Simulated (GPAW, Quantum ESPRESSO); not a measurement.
Consider MnO2 (Pyrolusite, P4_2/mnm).

```xyz
6
Lattice="4.3983 0.0000 0.0000 0.0000 4.3983 0.0000 0.0000 0.0000 2.8730" Properties=species:S:1:pos:R:3 pbc="T T T"
Mn    2.1991    2.1991    1.4365
Mn    0.0000    0.0000    0.0000
O     3.5413    0.8570    1.4365
O     3.0562    3.0562    0.0000
O     0.8570    3.5413    1.4365
O     1.3421    1.3421    0.0000
```

Absorber: atom 3, with 2 Mn at 1.88 Å and 1 Mn at 1.90 Å (distorted trigonal planar, site symmetry m2m). Method: GPAW, PBE, excited-electron core hole (neutral cell), 12-atom cell with 5.3 Å between holes, 5×5×5 k points, dipole transitions, Gaussian full width 0.9 eV up to 4 eV, rising linearly to 3.5 eV at 25 eV.

**Question.** Predict the near-edge structure at the O K edge.

Main maxima up to 24 eV above the zero (height): 1.1 eV (1.72), 2.8 eV (1.94) and 14.4 eV (2.25). A K edge sees empty p states; the first features are O p mixed into the empty d states of the Mn neighbours, and the broad ones above probably into the cations' higher empty bands. The total-energy difference is 528.43 eV. The functional leaves an error of a few eV in such absolute values.

The O K spectrum (energy from the lowest empty level; intensity scaled to a mean of 1 over the first 20 eV; polarised curves are means over the symmetry-equivalent atoms):

| E (eV) | isotropic | ε ⊥ c | ε ∥ c |
| --- | --- | --- | --- |
| -2.0 | 0.00 | 0.00 | 0.00 |
| -1.5 | 0.00 | 0.00 | 0.00 |
| -1.0 | 0.00 | 0.00 | 0.00 |
| -0.5 | 0.07 | 0.06 | 0.07 |
| 0.0 | 0.52 | 0.49 | 0.57 |
| 0.5 | 1.32 | 1.28 | 1.40 |
| 1.0 | 1.71 | 1.70 | 1.73 |
| 1.5 | 1.60 | 1.47 | 1.87 |
| 2.0 | 1.22 | 0.98 | 1.71 |
| 2.5 | 1.61 | 1.37 | 2.09 |
| 3.0 | 1.85 | 1.69 | 2.17 |
| 3.5 | 0.82 | 0.79 | 0.87 |
| 4.0 | 0.18 | 0.19 | 0.15 |
| 4.5 | 0.02 | 0.03 | 0.01 |
| 5.0 | 0.00 | 0.00 | 0.00 |
| 5.5 | 0.00 | 0.00 | 0.00 |
| 6.0 | 0.00 | 0.00 | 0.00 |
| 6.5 | 0.00 | 0.00 | 0.00 |
| 7.0 | 0.02 | 0.02 | 0.02 |
| 7.5 | 0.06 | 0.06 | 0.06 |
| 8.0 | 0.12 | 0.12 | 0.13 |
| 8.5 | 0.23 | 0.23 | 0.24 |
| 9.0 | 0.40 | 0.39 | 0.41 |
| 9.5 | 0.66 | 0.65 | 0.67 |
| 10.0 | 0.99 | 0.96 | 1.04 |
| 10.5 | 1.31 | 1.22 | 1.48 |
| 11.0 | 1.51 | 1.33 | 1.86 |
| 11.5 | 1.57 | 1.32 | 2.05 |
| 12.0 | 1.56 | 1.29 | 2.11 |
| 12.5 | 1.62 | 1.35 | 2.18 |
| 13.0 | 1.80 | 1.53 | 2.33 |
| 13.5 | 2.02 | 1.80 | 2.47 |
| 14.0 | 2.20 | 2.08 | 2.45 |
| 14.5 | 2.25 | 2.27 | 2.21 |
| 15.0 | 2.16 | 2.33 | 1.82 |
| 15.5 | 1.96 | 2.23 | 1.40 |
| 16.0 | 1.67 | 1.98 | 1.05 |
| 16.5 | 1.35 | 1.63 | 0.79 |
| 17.0 | 1.03 | 1.25 | 0.59 |
| 17.5 | 0.76 | 0.92 | 0.46 |
| 18.0 | 0.58 | 0.67 | 0.38 |
| 18.5 | 0.46 | 0.52 | 0.34 |
| 19.0 | 0.40 | 0.43 | 0.33 |
| 19.5 | 0.37 | 0.38 | 0.35 |
| 20.0 | 0.37 | 0.36 | 0.40 |
| 20.5 | 0.39 | 0.35 | 0.47 |
| 21.0 | 0.41 | 0.35 | 0.54 |
| 21.5 | 0.44 | 0.36 | 0.60 |
| 22.0 | 0.47 | 0.39 | 0.63 |
| 22.5 | 0.50 | 0.44 | 0.63 |
| 23.0 | 0.54 | 0.51 | 0.60 |
| 23.5 | 0.59 | 0.60 | 0.56 |
| 24.0 | 0.64 | 0.70 | 0.52 |
| 24.5 | 0.68 | 0.78 | 0.49 |
| 25.0 | 0.72 | 0.84 | 0.47 |
| 25.5 | 0.73 | 0.86 | 0.47 |
| 26.0 | 0.72 | 0.84 | 0.47 |
| 26.5 | 0.69 | 0.80 | 0.48 |
| 27.0 | 0.67 | 0.76 | 0.48 |
| 27.5 | 0.64 | 0.73 | 0.48 |
| 28.0 | 0.63 | 0.70 | 0.48 |
| 28.5 | 0.62 | 0.68 | 0.49 |
| 29.0 | 0.60 | 0.66 | 0.50 |
| 29.5 | 0.59 | 0.62 | 0.53 |
| 30.0 | 0.57 | 0.57 | 0.57 |
| 30.5 | 0.56 | 0.53 | 0.63 |
| 31.0 | 0.57 | 0.50 | 0.70 |
| 31.5 | 0.59 | 0.49 | 0.79 |
| 32.0 | 0.62 | 0.50 | 0.87 |

The hole lies in one spin channel, while the script sums the empty states of both and takes the lower zero; where the two channels are split, this blurs and shifts the curve. The unit cell's mesh shows no gap over 0.35 eV. That is right for a metallic compound; for a small-gap or correlated insulator it would be the fault of the functional or of the assumed magnetic order, and the hole would be screened too well. The spins start antiferromagnetically in a simple order, which needn't be the measured one; gap and edge can depend on it. The holes are only 5.3 Å apart, so the shape is probably not converged with cell size; no larger cell was run here. The mesh is coarse (0.30 Å⁻¹ between points), so small maxima may be mesh ripples. The structure is a published determination, not relaxed.

[Banner, clock and machine lines of the logs are left out without a mark of their own.]

[Logs are printed without paths, hosts, clocks, repeated set-up lines and the standing remarks that a program may print on its own settings, such as how far it seeks lower states.]

[Hosts, paths, dates, database ids (printed as entryN), source tags and the programs' standing remarks are cut or masked in the printed files.]

[Lists of maxima count a maximum above −3 eV only where it reaches 4 % of the highest in the window and stands out from its surroundings by 2 % of it (1.5 % where it reaches 55 %); shoulders and weaker maxima are passed over, and of the rest the first, up to two pre-edge ones and the few strongest are named.]
